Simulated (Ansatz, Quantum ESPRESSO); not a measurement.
# Tb (P6_3/mmc): electron-phonon coupling

How strong is the electron-phonon coupling in Tb (P6_3/mmc)?

Main program and level: Quantum ESPRESSO 7.5; DFT PBE, scalar-relativistic, plane waves, PseudoDojo norm-conserving, 4f in core pseudopotentials.

### 1. Starting point

It takes space group P6_3/mmc (No. 194, hexagonal). The conventional cell has a = 3.601 Å, b = 3.601 Å, c = 5.694 Å, α = 90.00°, β = 90.00°, γ = 120.00°. Tb has 12 Tb at 3.53 to 3.60 Å nearest.

### 2. A first look

Before anything dear is run, a loose run with smearing shows whether this is a metal and how far the cell is from rest.

File probe.in:

```
&CONTROL
  calculation = 'scf'
  prefix      = 'x'
  outdir      = './tmp'
  pseudo_dir  = './pseudo'
  tprnfor     = .true.
  tstress     = .true.
  verbosity   = 'high'
/
&SYSTEM
  ibrav       = 0
  nat         = 2
  ntyp        = 1
  ecutwfc     = 42.0
  occupations = 'smearing'
  smearing    = 'gaussian'
  degauss     = 0.01
/
&ELECTRONS
  conv_thr         = 1.0d-07
  mixing_beta      = 0.7
  electron_maxstep = 100
/
ATOMIC_SPECIES
 Tb    158.9254  Tb.upf
CELL_PARAMETERS angstrom
     3.601000000    0.000000000    0.000000000
    -1.800500000    3.118557479    0.000000000
     0.000000000    0.000000000    5.693600000
ATOMIC_POSITIONS crystal
 Tb     0.333333333   0.666666667   0.250000000
 Tb     0.666666667   0.333333333   0.750000000
K_POINTS automatic
 6 6 4 0 0 0
```

Run with:

```
> OMP_NUM_THREADS=1 mpirun -n 8 pw.x -nk 8 -in probe.in > probe.out
```

The log of the run:

```text
[banners, grids, parts of the stress and lines that vanish by symmetry left out]
Program PWSCF v.7.5
     Message from routine setup:
     using ibrav=0 with symmetry is DISCOURAGED, use correct ibrav instead
[...]
kinetic-energy cutoff     =      42.0000  Ry
     charge density cutoff     =     168.0000  Ry
     scf convergence threshold =      1.0E-07
[...]
Exchange-correlation= PBE
                           (   1   4   3   4   0   0   0)
[...]
24 Sym. Ops., with inversion, found (12 have fractional translation)
[...]
(     0          1          0      )
                  (     0          0          1      )
[...]
(  0.0000000  1.0000000  0.0000000 )
                  (  0.0000000  0.0000000  1.0000000 )
[...]
(     0         -1          0      )       (  0.0000000 )
[...]
(  0.0000000  0.0000000  1.0000000 )
[...]
(    -1          0          0      )
                  (     0          0          1      )
[...]
( -0.8660254 -0.5000000  0.0000000 )
                  (  0.0000000  0.0000000  1.0000000 )
[...]
number of k points=    21  Gaussian smearing, width (Ry)=  0.0100
[...]
End of self-consistent calculation
[...]
the Fermi energy is    10.4204 ev
!    total energy              =    -170.58895223 Ry
[...]
convergence has been achieved in   5 iterations
[...]
atom    1 type  1   force =    -0.00000000   -0.00000000    0.00000000
     atom    2 type  1   force =     0.00000000    0.00000000    0.00000000
[...]
Total force =     0.000000     Total SCF correction =     0.000000
[...]
total   stress  (Ry/bohr**3)                   (kbar)     P=       -4.37
[...]
XML data file, charge density, pseudopotentials, collected wavefunctions

   JOB DONE.
```

The job ended after 3.7 s (8 MPI ranks of Intel Xeon at 2.70GHz, shared host; 27 s of CPU time).

Read from the output:

```yaml
volume_per_atom: 31.97 Å³
pressure: -0.4367 GPa
gap_on_the_k_mesh: 0 eV
```

No gap opens on this mesh, so smearing is kept; the start stands at -0.44 GPa.

### 3. Relaxation

Frequencies change by per cents with a per cent of volume, so the structure is first brought to rest at this level of theory.

File relax.in:

```
&CONTROL
  calculation   = 'vc-relax'
  prefix        = 'x'
  outdir        = './tmp'
  pseudo_dir    = './pseudo'
  tprnfor       = .true.
  tstress       = .true.
  forc_conv_thr = 2.0d-05
  etot_conv_thr = 1.0d-07
  nstep         = 40
/
&SYSTEM
  ibrav       = 0
  nat         = 2
  ntyp        = 1
  ecutwfc     = 42.0
  occupations = 'smearing'
  smearing    = 'mv'
  degauss     = 0.02
/
&ELECTRONS
  conv_thr         = 1.0d-11
  mixing_beta      = 0.7
  electron_maxstep = 100
/
&IONS
/
&CELL
  press_conv_thr = 0.2
/
ATOMIC_SPECIES
 Tb    158.9254  Tb.upf
CELL_PARAMETERS angstrom
     3.601000000    0.000000000    0.000000000
    -1.800500000    3.118557479    0.000000000
     0.000000000    0.000000000    5.693600000
ATOMIC_POSITIONS crystal
 Tb     0.333333333   0.666666667   0.250000000
 Tb     0.666666667   0.333333333   0.750000000
K_POINTS automatic
 12 12 6 0 0 0
```

Run with:

```
> OMP_NUM_THREADS=1 mpirun -n 8 pw.x -nk 8 -in relax.in > relax.out
```

The log of the run:

```text
[banners, grids, parts of the stress and lines that vanish by symmetry left out]
[banner, memory and clock lines left out]
Program PWSCF v.7.5

[...]
kinetic-energy cutoff     =      42.0000  Ry
     charge density cutoff     =     168.0000  Ry
     scf convergence threshold =      1.0E-11
[...]
energy convergence thresh.=      1.0E-07
     force convergence thresh. =      2.0E-05
     press convergence thresh. =      2.0E-01
     Exchange-correlation= PBE
                           (   1   4   3   4   0   0   0)
[...]
24 Sym. Ops., with inversion, found (12 have fractional translation)
[...]
number of k points=    76  Marzari-Vanderbilt smearing, width (Ry)=  0.0200
[...]
End of self-consistent calculation
[...]
the Fermi energy is    10.3882 ev
!    total energy              =    -170.58779277 Ry
[...]
convergence has been achieved in   7 iterations
[...]
atom    1 type  1   force =     0.00000000    0.00000000    0.00000000
     atom    2 type  1   force =    -0.00000000   -0.00000000    0.00000000
     Total force =     0.000000     Total SCF correction =     0.000000
[...]
total   stress  (Ry/bohr**3)                   (kbar)     P=       -6.12
[...]
number of bfgs steps    =   0
[...]
CELL_PARAMETERS (angstrom)
[...]
ATOMIC_POSITIONS (crystal)
Tb               0.3333333330        0.6666666670        0.2500000000
Tb               0.6666666670        0.3333333330        0.7500000000
[...]
New effective cutoffs (rho, wfc):  168.32   42.13
[...]
End of self-consistent calculation
[...]
the Fermi energy is    10.4261 ev
!    total energy              =    -170.58784954 Ry
[...]
convergence has been achieved in   4 iterations
[...]
atom    1 type  1   force =     0.00000000    0.00000000   -0.00000000
     atom    2 type  1   force =    -0.00000000   -0.00000000    0.00000000
     Total force =     0.000000     Total SCF correction =     0.000000
[...]
total   stress  (Ry/bohr**3)                   (kbar)     P=       -4.67
[...]
number of bfgs steps    =   1
[...]
CELL_PARAMETERS (angstrom)
[...]
ATOMIC_POSITIONS (crystal)
Tb               0.3333333330        0.6666666670        0.2500000000
Tb               0.6666666670        0.3333333330        0.7500000000
[...]
New effective cutoffs (rho, wfc):  168.77   42.28
[...]
End of self-consistent calculation
[...]
the Fermi energy is    10.4658 ev
!    total energy              =    -170.58789451 Ry
[...]
convergence has been achieved in   5 iterations
[...]
atom    1 type  1   force =    -0.00000000   -0.00000000    0.00000000
     atom    2 type  1   force =     0.00000000    0.00000000   -0.00000000
     Total force =     0.000000     Total SCF correction =     0.000000
[...]
total   stress  (Ry/bohr**3)                   (kbar)     P=       -3.14
[...]
number of bfgs steps    =   2
[...]
CELL_PARAMETERS (angstrom)
[...]
ATOMIC_POSITIONS (crystal)
[...]
New effective cutoffs (rho, wfc):  169.43   42.50
[...]
End of self-consistent calculation
[...]
the Fermi energy is    10.5218 ev
!    total energy              =    -170.58793184 Ry
[...]
the Fermi energy is    10.5547 ev
!    total energy              =    -170.58794206 Ry
[...]
convergence has been achieved in   5 iterations
[...]
atom    1 type  1   force =     0.00000000   -0.00000000    0.00000000
     atom    2 type  1   force =    -0.00000000    0.00000000   -0.00000000
     Total force =     0.000000     Total SCF correction =     0.000000
[...]
total   stress  (Ry/bohr**3)                   (kbar)     P=        0.38
[...]
number of bfgs steps    =   6
[...]
the Fermi energy is    10.5490 ev
!    total energy              =    -170.58794369 Ry
[...]
convergence has been achieved in   5 iterations
[...]
atom    1 type  1   force =    -0.00000000   -0.00000000    0.00000000
     atom    2 type  1   force =     0.00000000    0.00000000   -0.00000000
     Total force =     0.000000     Total SCF correction =     0.000000
[...]
total   stress  (Ry/bohr**3)                   (kbar)     P=        0.20
[...]
number of bfgs steps    =   7
[...]
New effective cutoffs (rho, wfc):  170.00   42.78
[...]
the Fermi energy is    10.5434 ev
!    total energy              =    -170.58794411 Ry
[...]
convergence has been achieved in   5 iterations
[...]
atom    1 type  1   force =    -0.00000000   -0.00000000    0.00000000
     atom    2 type  1   force =     0.00000000    0.00000000   -0.00000000
     Total force =     0.000000     Total SCF correction =     0.000000
[...]
total   stress  (Ry/bohr**3)                   (kbar)     P=        0.01
[...]
number of bfgs steps    =   8
[...]
small trust_radius: resetting bfgs history
[...]
CELL_PARAMETERS (angstrom)
[...]
ATOMIC_POSITIONS (crystal)
[...]
New effective cutoffs (rho, wfc):  170.00   42.78
[...]
End of self-consistent calculation
[...]
the Fermi energy is    10.5433 ev
!    total energy              =    -170.58794411 Ry
[...]
convergence has been achieved in   2 iterations
[...]
atom    1 type  1   force =     0.00000000    0.00000000   -0.00000000
     atom    2 type  1   force =    -0.00000000   -0.00000000    0.00000000
     Total force =     0.000000     Total SCF correction =     0.000000
[...]
total   stress  (Ry/bohr**3)                   (kbar)     P=        0.01
[...]
bfgs converged in  10 scf cycles and   9 bfgs steps
[...]
End of BFGS Geometry Optimization
     Final enthalpy           =    -170.5879441104 Ry
     File ./tmp/x.bfgs deleted, as requested
[...]
CELL_PARAMETERS (angstrom)
[...]
ATOMIC_POSITIONS (crystal)
Tb               0.3333333330        0.6666666670        0.2500000000
Tb               0.6666666670        0.3333333330        0.7500000000
[...]
Final scf calculation at the relaxed structure.
[...]
kinetic-energy cutoff     =      42.0000  Ry
     charge density cutoff     =     168.0000  Ry
     scf convergence threshold =      1.0E-13
[...]
press convergence thresh. =      2.0E-01
     Exchange-correlation= PBE
                           (   1   4   3   4   0   0   0)
[...]
24 Sym. Ops., with inversion, found (12 have fractional translation)
[...]
number of k points=    76  Marzari-Vanderbilt smearing, width (Ry)=  0.0200
[...]
c_bands:  1 eigenvalues not converged
     c_bands:  1 eigenvalues not converged
[...]
End of self-consistent calculation
[...]
the Fermi energy is    10.5434 ev
!    total energy              =    -170.58771693 Ry
[...]
convergence has been achieved in   8 iterations
[...]
atom    1 type  1   force =     0.00000000    0.00000000   -0.00000000
     atom    2 type  1   force =    -0.00000000    0.00000000    0.00000000
     Total force =     0.000000     Total SCF correction =     0.000000
[...]
total   stress  (Ry/bohr**3)                   (kbar)     P=       -0.72
[...]
XML data file, charge density, pseudopotentials, collected wavefunctions
```

Run time: 63 s. Hardware: 8 MPI ranks; 8.3 min of CPU time.

The steps of the relaxation:

| step | energy less that of the first step (eV) | largest force (eV/Å) | pressure (GPa) | volume (Å³) |
| --- | --- | --- | --- | --- |
| 1 | 0.0000 | 0.0000 | -0.61 | 63.94 |
| 2 | -0.0008 | 0.0000 | -0.47 | 63.74 |
| 3 | -0.0014 | 0.0000 | -0.31 | 63.53 |
| 4 | -0.0019 | 0.0000 | -0.10 | 63.24 |
| 5 | -0.0020 | 0.0000 | 0.04 | 63.06 |
| 6 | -0.0020 | 0.0000 | 0.04 | 63.06 |
| 7 | -0.0020 | 0.0000 | 0.04 | 63.07 |
| 8 | -0.0021 | 0.0000 | 0.02 | 63.09 |
| 9 | -0.0021 | 0.0000 | 0.00 | 63.12 |
| 10 | -0.0021 | 0.0000 | 0.00 | 63.12 |
| 11 | 0.0010 | 0.0000 | -0.07 | 63.12 |

| conventional cell, symmetrised | before | after | change |
| --- | --- | --- | --- |
| a (Å) | 3.601 | 3.595 | -0.2 % |
| b (Å) | 3.601 | 3.595 | -0.2 % |
| c (Å) | 5.694 | 5.641 | -0.9 % |
| volume (Å³/atom) | 31.97 | 31.56 | -1.3 % |

The relaxed structure:

```
CELL_PARAMETERS angstrom
3.59464 0.00000 0.00000
-1.79732 3.11305 0.00000
0.00000 0.00000 5.64077
ATOMIC_POSITIONS crystal
Tb 0.33333 0.66667 0.25000
Tb 0.66667 0.33333 0.75000
```

The last row of the table of steps is pw.x's closing run on a basis chosen anew for the final cell, so its energy can jump.

Numbers from this step:

* volume per atom: 31.56 Å³
* pressure: -0.07200 GPa

The volume changes by -1.3 % from the cell with which this run began.

### 4. Ground state

The response is built on this ground state, so it is converged far tighter than an energy would need. Smearing stays on, as the first look found no gap above 0.3 eV.

File scf.in:

```
&CONTROL
  calculation = 'scf'
  prefix      = 'x'
  outdir      = './tmp'
  pseudo_dir  = './pseudo'
  tprnfor     = .true.
  tstress     = .true.
/
&SYSTEM
  ibrav       = 0
  nat         = 2
  ntyp        = 1
  ecutwfc     = 42.0
  occupations = 'smearing'
  smearing    = 'mv'
  degauss     = 0.02
/
&ELECTRONS
  conv_thr         = 1.0d-12
  mixing_beta      = 0.7
  electron_maxstep = 100
/
ATOMIC_SPECIES
 Tb    158.9254  Tb.upf
CELL_PARAMETERS angstrom
     3.594635425    0.000000000    0.000000000
    -1.797317712    3.113045595    0.000000000
     0.000000000    0.000000000    5.640773006
ATOMIC_POSITIONS crystal
 Tb     0.333333333   0.666666667   0.250000000
 Tb     0.666666667   0.333333333   0.750000000
K_POINTS automatic
 12 12 6 0 0 0
```

Run with:

```
> OMP_NUM_THREADS=1 mpirun -n 8 pw.x -nk 8 -in scf.in > scf.out
```

The log of the run:

```text
[banners, grids, parts of the stress and lines that vanish by symmetry left out]
[banner, memory and clock lines left out]
Program PWSCF v.7.5

[...]
kinetic-energy cutoff     =      42.0000  Ry
     charge density cutoff     =     168.0000  Ry
     scf convergence threshold =      1.0E-12
[...]
Exchange-correlation= PBE
                           (   1   4   3   4   0   0   0)
[...]
24 Sym. Ops., with inversion, found (12 have fractional translation)
[...]
number of k points=    76  Marzari-Vanderbilt smearing, width (Ry)=  0.0200
[...]
End of self-consistent calculation
[...]
the Fermi energy is    10.5434 ev
!    total energy              =    -170.58771695 Ry
[...]
convergence has been achieved in   8 iterations
[...]
atom    1 type  1   force =     0.00000000    0.00000000    0.00000000
     atom    2 type  1   force =    -0.00000000   -0.00000000    0.00000000
     Total force =     0.000000     Total SCF correction =     0.000000
[...]
total   stress  (Ry/bohr**3)                   (kbar)     P=       -0.72
[...]
XML data file, charge density, pseudopotentials, collected wavefunctions
```

The job ended after 9.5 s (8 MPI ranks).

The cell stands at -0.072 GPa, close enough for phonons.

### 5. Levels on a dense mesh

The coupling is a sum over pairs of states at the Fermi level and needs a much denser mesh than the density does.

scf_fit.in, as its differences from scf.in of step 4:

```diff
@@ -16,5 +16,6 @@
   degauss     = 0.02
+  la2F        = .true.
 /
 &ELECTRONS
-  conv_thr         = 1.0d-12
+  conv_thr         = 1.0d-10
   mixing_beta      = 0.7
@@ -32,2 +33,2 @@
 K_POINTS automatic
- 12 12 6 0 0 0
+ 24 24 12 0 0 0
```

Run with:

```
> OMP_NUM_THREADS=1 mpirun -n 8 pw.x -nk 8 -in scf_fit.in > scf_fit.out
```

The log of the run:

```text
[banners, grids, parts of the stress and lines that vanish by symmetry left out]
[banner, memory and clock lines left out]
Program PWSCF v.7.5

[...]
kinetic-energy cutoff     =      42.0000  Ry
     charge density cutoff     =     168.0000  Ry
     scf convergence threshold =      1.0E-10
[...]
Exchange-correlation= PBE
                           (   1   4   3   4   0   0   0)
[...]
24 Sym. Ops., with inversion, found (12 have fractional translation)
[...]
number of k points=   427  Marzari-Vanderbilt smearing, width (Ry)=  0.0200
[...]
End of self-consistent calculation
[...]
the Fermi energy is    10.5390 ev
!    total energy              =    -170.58763463 Ry
[...]
convergence has been achieved in   6 iterations
[...]
atom    1 type  1   force =    -0.00000000   -0.00000000    0.00000000
     atom    2 type  1   force =     0.00000000    0.00000000    0.00000000
     Total force =     0.000000     Total SCF correction =     0.000000
[...]
total   stress  (Ry/bohr**3)                   (kbar)     P=       -0.66
[...]
XML data file, charge density, pseudopotentials, collected wavefunctions
```

It took 35 s on 8 MPI ranks; 4.6 min of CPU time.

Numbers from this step:

| Item | Value |
| --- | --- |
| pressure | -0.06567 GPa |

### 6. Ground state

The run on the dense mesh left its levels for the electron-phonon sums; ph.x needs the ground state on the coarse mesh, so pw.x runs once more in the same folder.

scf.in is that of step 4.

Run with:

```
> OMP_NUM_THREADS=1 mpirun -n 8 pw.x -nk 8 -in scf.in > scf.out
```

The log of the run:

```text
[banners, grids, parts of the stress and lines that vanish by symmetry left out]
[banner, memory and clock lines left out]
Program PWSCF v.7.5

[...]
kinetic-energy cutoff     =      42.0000  Ry
     charge density cutoff     =     168.0000  Ry
     scf convergence threshold =      1.0E-12
[...]
Exchange-correlation= PBE
                           (   1   4   3   4   0   0   0)
[...]
24 Sym. Ops., with inversion, found (12 have fractional translation)
[...]
number of k points=    76  Marzari-Vanderbilt smearing, width (Ry)=  0.0200
[...]
End of self-consistent calculation
[...]
the Fermi energy is    10.5434 ev
!    total energy              =    -170.58771695 Ry
[...]
convergence has been achieved in   8 iterations
[...]
atom    1 type  1   force =     0.00000000    0.00000000    0.00000000
     atom    2 type  1   force =     0.00000000   -0.00000000    0.00000000
     Total force =     0.000000     Total SCF correction =     0.000000
[...]
total   stress  (Ry/bohr**3)                   (kbar)     P=       -0.72
[...]
XML data file, charge density, pseudopotentials, collected wavefunctions
```

Run time: 11 s. Hardware: 8 MPI ranks; 80 s of CPU time.

This step gave:

```
pressure : -0.07200 GPa
```

(Continued in part 2 of 4.)

[Host names and launcher messages were left out of these logs when they were recorded.]

[Logs are printed without paths, hosts, clocks, repeated set-up lines and the standing remarks that a program may print on its own settings, such as how far it seeks lower states.]

[Hosts, paths, dates, database ids (printed as entryN), source tags and the programs' standing remarks are cut or masked in the printed files.]
